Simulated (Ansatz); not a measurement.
**Resistivity from frozen vibrations: Ag(111) with 4 thermally displaced layers, 2x2**

Wanted: the phonon-limited resistivity of Ag at 800 K by the Landauer route.

Method: Ansatz plane-wave DFT, PBE, PAW files; ballistic transport by layer matching (Landauer), zero bias; PAW set soft_1, in Ansatz 0.2.0.

Report form: the programs' logs are mostly left out.

## (1) The starting structure

The cell holds 40 atoms: 40 Ag. Cell: a = 5.779 Å, b = 5.779 Å, c = 23.651 Å, α = 93.5°, β = 86.5°, γ = 120.0°. It derives from Ag. Regions: lead, 24 atoms (24 Ag); scattering region, 16 atoms (16 Ag). The structure is stacked along c, and the current runs across the ab planes.

## (2) With 4 displaced layers

Each atom of 4 layers is moved at random, by amounts drawn from a normal law 0.1462 Å wide in each direction from the Debye model (225 K) at 800 K. The layers about the cell's end stay perfect and serve as the lead. Disorder leaves little or no symmetry, which makes such runs dear. Energies from -0.05 to 0.05 eV in steps of 0.05 eV are too few for the program's thermal sum, so it prints no conductance; for a metal the transmission near the Fermi level serves, at a fraction of the cost.

Contents of input.yaml:

```yaml
crystal:
  lattice:
    - [5.7787594586, 0.0, 0.0]
    - [-2.8893797293, 5.0045524935, 0.0]
    - [1.4446898646, -0.8340920822, 23.5916866996]
  atoms:
    - { symbol: Ag, position: [0.9916666667, 0.0083333333, 0.05] }
    - { symbol: Ag, position: [0.9916666667, 0.5083333333, 0.05] }
    - { symbol: Ag, position: [0.4916666667, 0.0083333333, 0.05] }
    - { symbol: Ag, position: [0.4916666667, 0.5083333333, 0.05] }
    - { symbol: Ag, position: [0.1416666667, 0.3583333333, 0.15] }
    - { symbol: Ag, position: [0.1416666667, 0.8583333333, 0.15] }
    - { symbol: Ag, position: [0.6416666667, 0.3583333333, 0.15] }
    - { symbol: Ag, position: [0.6416666667, 0.8583333333, 0.15] }
[... 28 atom lines left out ...]
    - { symbol: Ag, position: [0.8416666667, 0.1583333333, 0.95] }
    - { symbol: Ag, position: [0.8416666667, 0.6583333333, 0.95] }
    - { symbol: Ag, position: [0.3416666667, 0.1583333333, 0.95] }
    - { symbol: Ag, position: [0.3416666667, 0.6583333333, 0.95] }
kpoints:
  mp_grid: { grid: [4, 4, 1] }
hamiltonian:
  xc: pbe
  pseudopotentials: { kind: paw, azcp: { folder: soft_1 } }
scf:
  occupations: { method: fermi_dirac, width: 0.1 }
output:
  transmission: { leads: [[0, 4]], kmesh: [8, 8], e_range: [-0.05, 0.05], de: 0.05 }
  write_potential: true
  write_density: true
  volumetric_format: npy
  elf: true
```

On the command line:

```
> ansatz run input.yaml --threads 4 --pin off --max-ram 15360MiB --backend cpu --events-out ev --progress --plain --runs-dir out
```

It took 4.3 min on 4 threads of Intel Xeon Platinum 8488C (Sapphire Rapids), shared host; peak memory 6.1 GiB; 15 min of CPU time.

This step gave:

```
free energy                                    : -303621.2918 eV
energy at zero smearing                        : -303621.0738 eV
Fermi energy                                   : 17.24 eV
cell area                                      : 28.92 Å²
transmission per spin nearest the Fermi level  : 3.114
open channels per spin nearest the Fermi level : 3.234
step of the lead's potential                   : 6.3 meV
```

Per spin. Table of transmission, zone mean by energy, zero at the Fermi level:

| energy (eV) | transmission, zone mean |
| --- | --- |
| -0.0500 | 3.10 |
| 0.0000 | 3.11 |
| 0.0500 | 3.12 |

Per spin. The open channels, zone mean, lead stays at 3.23 for energy from -0.05 to 0.05 eV.

Transmission over k1 and k2. At 0.0000 eV from the Fermi level.

Values, 8 rows by 8 columns:
```
2.97 3.69 2.98 2.98 3.80 2.98 2.98 2.98
2.98 2.97 3.62 2.98 3.67 2.97 2.98 2.98
2.98 2.98 2.97 2.77 2.64 2.91 2.97 2.98
3.67 3.64 3.46 2.87 2.91 2.87 3.46 3.64
2.98 2.98 2.97 2.91 2.64 2.77 2.97 2.98
2.98 2.98 2.98 2.97 3.67 2.98 3.62 2.97
2.97 2.98 2.98 2.98 3.80 2.98 2.98 3.69
3.69 2.97 2.98 2.98 3.81 2.98 2.98 2.97
```
Columns: k1 (b1) from -0.5 to 0.375; rows upwards: k2 (b2) from -0.5 to 0.375.

Open channels over k1 and k2. At 0.0000 eV from the Fermi level.

Ten even steps from '0' (3.00) to '9' (4.00):
```
09009000
00909000
00000000
99900099
00000000
00009090
00009009
90009000
```
Columns: k1 (b1) from -0.5 to 0.375; rows upwards: k2 (b2) from -0.5 to 0.375.

ELF in the ca plane at fractional y = 0.620, with atoms of Ag within 0.2 Å of it. It is the smooth field of the valence electrons, not physical close to the nuclei.

Values, 8 rows by 16 columns, each cell a mean:
```
0.17 0.19 0.22 0.26 0.54 0.25 0.18 0.18 0.17 0.17 0.23 0.64 0.36 0.18 0.17 0.17
0.18 0.32 0.45 0.20 0.22 0.16 0.17 0.19 0.18 0.21 0.17 0.31 0.22 0.17 0.18 0.17
0.17 0.28 0.41 0.19 0.24 0.19 0.20 0.23 0.24 0.39 0.19 0.16 0.15 0.23 0.28 0.17
0.17 0.17 0.19 0.21 0.51 0.32 0.18 0.18 0.21 0.31 0.23 0.38 0.19 0.21 0.26 0.17
0.17 0.19 0.22 0.19 0.46 0.31 0.19 0.17 0.17 0.19 0.29 0.64 0.28 0.17 0.17 0.17
0.18 0.32 0.45 0.19 0.20 0.18 0.17 0.17 0.19 0.19 0.21 0.40 0.21 0.17 0.18 0.17
0.17 0.28 0.41 0.21 0.26 0.18 0.20 0.18 0.26 0.30 0.17 0.19 0.17 0.23 0.28 0.17
0.17 0.17 0.20 0.29 0.59 0.25 0.19 0.18 0.20 0.23 0.20 0.45 0.27 0.21 0.26 0.17
```
Columns run along c (16.0 Å, from fractional 0.16 to 0.84 of the cell), rows up along a (5.8 Å). Atoms in or near the plane, at fractional coordinates: Ag at (0.34, 0.98), Ag at (0.65, 0.94), Ag at (0.64, 0.40).

Electrostatic potential energy in the ca plane at fractional y = 0.620, with atoms of Ag within 0.2 Å of it. With pseudopotentials it is smooth inside the atoms' cores, unlike the true potential.

Ten even steps from '0' (-11 eV) to '9' (20 eV), each cell a mean:
```
99999889960240289999999999999405702899999999
99986336884001599999999999999601203899999999
99972001688657899988899988899851137999999999
99961000489999999976789854589997789998778999
99972001589877899875688620158999999986336898
99997435897311489987788610048887899985225898
99999888985000069998899842368621369997446898
99999999984021049999999987787202027999888999
99998668997100169999999999997116206999999999
99984113799644689999999999998302017999999999
99961000599988999999999877899731258999889999
99961000489889999878898633689987789997557999
99984102686446899877898521489988889985225898
99998767861000589877899743689852258986225898
89999999850461289998999988899501105898667998
```
Columns run along c (16.0 Å, from fractional 0.16 to 0.84 of the cell; values clipped at the 3rd and 97th percentile), rows up along a (5.8 Å). Atoms in or near the plane, at fractional coordinates: Ag at (0.34, 0.98), Ag at (0.65, 0.94), Ag at (0.64, 0.40).

Valence density in the ca plane at fractional y = 0.620, with atoms of Ag within 0.2 Å of it. It is the smooth field of the valence electrons, not physical close to the nuclei.

Ten steps, logarithmic in the rise over the least value, from '0' (0 e/Å³) to '9' (20 e/Å³), each cell a mean:
```
10000111126898410000000000001379984100110000
00012332113665300000000000000268974100000000
00024675211222100011100011100135542000000000
00025786310010000122211123310011210001211000
00014675310121100122211245531000000012332101
00002343111455310112211246531111100013443111
10000111013688621011100134421245420002332101
10000000013788631000000012112478741001111000
00001221002577520000000000002589962000000000
00013554101234210000000000001478852000000000
00025776310011000011000122100245531000110000
00025786311110000111101233210012110002321000
00013554212342100122111344310011110012442101
10001222125776310111101233210135531012442111
10000000136998510011000111101368863101221001
```
Columns run along c (16.0 Å, from fractional 0.16 to 0.84 of the cell), rows up along a (5.8 Å). Atoms in or near the plane, at fractional coordinates: Ag at (0.34, 0.98), Ag at (0.65, 0.94), Ag at (0.64, 0.40).

Over the solved energies the transmission per spin lies between 3.10 and 3.12, out of 3.23 channels of the lead on average (up to 3.23).

## (3) With 8 displaced layers

Each atom of 8 layers is moved at random, by amounts drawn from a normal law 0.1462 Å wide in each direction from the Debye model (225 K) at 800 K. A fresh draw is used; the growth of the resistance with length is what counts.

System of this step: Ag(111) with 8 thermally displaced layers, 2x2. The cell holds 56 atoms: 56 Ag. Its edges and angles: a = 5.779 Å, b = 5.779 Å, c = 33.070 Å, α = 87.5°, β = 92.5°, γ = 120.0°. It derives from Ag. Regions: lead, 24 atoms (24 Ag); scattering region, 32 atoms (32 Ag). The structure is stacked along c, and the current runs across the ab planes.

Contents of input.yaml:

```yaml
crystal:
  lattice:
    - [5.7787594586, 0.0, 0.0]
    - [-2.8893797293, 5.0045524935, 0.0]
    - [-1.4446898646, 0.8340920822, 33.0283613795]
  atoms:
    - { symbol: Ag, position: [0.005952381, 0.994047619, 0.0357142857] }
    - { symbol: Ag, position: [0.005952381, 0.494047619, 0.0357142857] }
    - { symbol: Ag, position: [0.505952381, 0.994047619, 0.0357142857] }
    - { symbol: Ag, position: [0.505952381, 0.494047619, 0.0357142857] }
    - { symbol: Ag, position: [0.1845238095, 0.3154761905, 0.1071428571] }
    - { symbol: Ag, position: [0.1845238095, 0.8154761905, 0.1071428571] }
    - { symbol: Ag, position: [0.6845238095, 0.3154761905, 0.1071428571] }
    - { symbol: Ag, position: [0.6845238095, 0.8154761905, 0.1071428571] }
[... 44 atom lines left out ...]
    - { symbol: Ag, position: [0.3273809524, 0.1726190476, 0.9642857143] }
    - { symbol: Ag, position: [0.3273809524, 0.6726190476, 0.9642857143] }
    - { symbol: Ag, position: [0.8273809524, 0.1726190476, 0.9642857143] }
    - { symbol: Ag, position: [0.8273809524, 0.6726190476, 0.9642857143] }
kpoints:
  mp_grid: { grid: [4, 4, 1] }
hamiltonian:
  xc: pbe
  pseudopotentials: { kind: paw, azcp: { folder: soft_1 } }
scf:
  occupations: { method: fermi_dirac, width: 0.1 }
output:
  transmission: { leads: [[0, 4]], kmesh: [8, 8], e_range: [-0.05, 0.05], de: 0.05 }
  write_potential: true
  write_density: true
  volumetric_format: npy
```

Elapsed: 7.4 min, on 4 threads; peak memory 9.9 GiB; 26 min of CPU time.

This step gave:

| Property | Result |
| --- | --- |
| free energy | -425067.6211 eV |
| energy at zero smearing | -425067.3046 eV |
| Fermi energy | 17.17 eV |
| transmission per spin nearest the Fermi level | 2.956 |
| open channels per spin nearest the Fermi level | 3.328 |
| step of the lead's potential | 8.7 meV |

Per spin. Transmission, zone mean against energy, zero at the Fermi level:

| energy (eV) | transmission, zone mean |
| --- | --- |
| -0.0500 | 2.96 |
| 0.0000 | 2.96 |
| 0.0500 | 2.92 |

Over the solved energies the transmission per spin lies between 2.92 and 2.96, out of 3.30 channels of the lead on average (up to 3.33).

## (4) With 12 displaced layers

Each atom of 12 layers is moved at random, by amounts drawn from a normal law 0.1462 Å wide in each direction from the Debye model (225 K) at 800 K. A fresh draw is used; the growth of the resistance with length is what counts.

System of this step: Ag(111) with 12 thermally displaced layers, 2x2. The cell holds 72 atoms: 72 Ag. Its edges and angles: a = 5.779 Å, b = 5.779 Å, c = 42.465 Å, α = 90.0°, β = 90.0°, γ = 120.0°. It derives from Ag. Regions: lead, 24 atoms (24 Ag); scattering region, 48 atoms (48 Ag). The structure is stacked along c, and the current runs across the ab planes.

Contents of input.yaml:

```yaml
crystal:
  lattice:
    - [5.7787594586, 0.0, 0.0]
    - [-2.8893797293, 5.0045524935, 0.0]
    - [0.0, 0.0, 42.4650360593]
  atoms:
    - { symbol: Ag, position: [0.0, 0.0, 0.0277777778] }
    - { symbol: Ag, position: [0.0, 0.5, 0.0277777778] }
    - { symbol: Ag, position: [0.5, 0.0, 0.0277777778] }
    - { symbol: Ag, position: [0.5, 0.5, 0.0277777778] }
    - { symbol: Ag, position: [0.1666666667, 0.3333333333, 0.0833333333] }
    - { symbol: Ag, position: [0.1666666667, 0.8333333333, 0.0833333333] }
    - { symbol: Ag, position: [0.6666666667, 0.3333333333, 0.0833333333] }
    - { symbol: Ag, position: [0.6666666667, 0.8333333333, 0.0833333333] }
[... 60 atom lines left out ...]
    - { symbol: Ag, position: [0.3333333333, 0.1666666667, 0.9722222222] }
    - { symbol: Ag, position: [0.3333333333, 0.6666666667, 0.9722222222] }
    - { symbol: Ag, position: [0.8333333333, 0.1666666667, 0.9722222222] }
    - { symbol: Ag, position: [0.8333333333, 0.6666666667, 0.9722222222] }
kpoints:
  mp_grid: { grid: [4, 4, 1] }
hamiltonian:
  xc: pbe
  pseudopotentials: { kind: paw, azcp: { folder: soft_1 } }
scf:
  occupations: { method: fermi_dirac, width: 0.1 }
output:
  transmission: { leads: [[0, 4]], kmesh: [8, 8], e_range: [-0.05, 0.05], de: 0.05 }
  write_potential: true
  write_density: true
  volumetric_format: npy
```

It took 12 min on 4 threads; peak memory 8.1 GiB.

Numbers from this step:

```yaml
free_energy: -546512.3476 eV
energy_at_zero_smearing: -546511.9375 eV
fermi_energy: 17.25 eV
transmission_per_spin_nearest_the_fermi_level: 2.758
open_channels_per_spin_nearest_the_fermi_level: 3.234
step_of_the_lead_s_potential: 7.1 meV
```

Per spin. Transmission, zone mean against energy, zero at the Fermi level:

| energy (eV) | transmission, zone mean |
| --- | --- |
| -0.0500 | 2.74 |
| 0.0000 | 2.76 |
| 0.0500 | 2.74 |

Over the solved energies the transmission per spin lies between 2.74 and 2.76, out of 3.23 channels of the lead on average (up to 3.23).

## (5) Resistance against length

This step: Ansatz plane-wave DFT, PBE, PAW files; ballistic transport by layer matching (Landauer), zero bias; resistivity from the slope of the area resistance; PAW set soft_1 (Ansatz 0.2.0).

This step gave:

- resistivity: 8.431 µΩ cm
- intercept: -0.03072 fΩ m²
- scatter about the fit: 0.004932 fΩ m²

Resistance, by row:

| run | length (Å) | T | channels N | RA (fΩ m²) |
| --- | --- | --- | --- | --- |
| n4 | 9.437 | 3.112 | 3.234 | 0.04535 |
| n8 | 18.87 | 2.945 | 3.297 | 0.1354 |
| n12 | 28.31 | 2.748 | 3.234 | 0.2045 |

Table of area resistance by length of the displaced region:

| length of the displaced region (Å) | area resistance (fΩ m²) |
| --- | --- |
| 9.44 | 0.0454 |
| 18.87 | 0.135 |
| 28.31 | 0.204 |

The area resistance goes from 0.045 to 0.20 fΩ m² between 9.4 and 28.3 Å, a slope of 8.4 µΩ cm.

By hand from the end points: (0.2045 − 0.04535) fΩ m² / (28.31 − 9.44) Å = 8.4 µΩ cm, since 1 fΩ m² per Å is 1000 µΩ cm.

## (6) Outcome

```
resistivity from the slope  : 8.43 µΩ cm
area resistance over 9.44 Å : 0.0454 fΩ m²
area resistance over 18.9 Å : 0.135 fΩ m²
area resistance over 28.3 Å : 0.204 fΩ m²
```

The slope gives 8.4 µΩ cm. The points scatter by 0.0049 fΩ m² about the line, with one random draw a length in a 2x2 cell, so the slope is a rough value. The mean square of the displacements drawn is 0.78, 0.91 and 1.0 of the nominal one at the three lengths; with each resistance scaled back by that, the slope is 7.5 µΩ cm, the value used below. The lead's own channel count moves between the runs (3.23, 3.30 and 3.23), which shifts RA and the slope too. Read with a model of isotropic scattering on a spherical Fermi surface and the lead's 0.87×10¹⁵ S/m², this slope means a mean free path near 132 Å; over these lengths the model's slope is 1.15 times its bulk resistivity, which would be 6.5 µΩ cm. Uncorrelated displacements put too much weight on short waves, which scatter strongly; with the sideways repeat of a small cell, one draw and three short lengths, the method is good to a factor of two or three.

[Logs are printed without paths, hosts, clocks, repeated set-up lines and the standing remarks that a program may print on its own settings, such as how far it seeks lower states.]

[Hosts, paths, dates, database ids (printed as entryN), source tags and the programs' standing remarks are cut or masked in the printed files.]
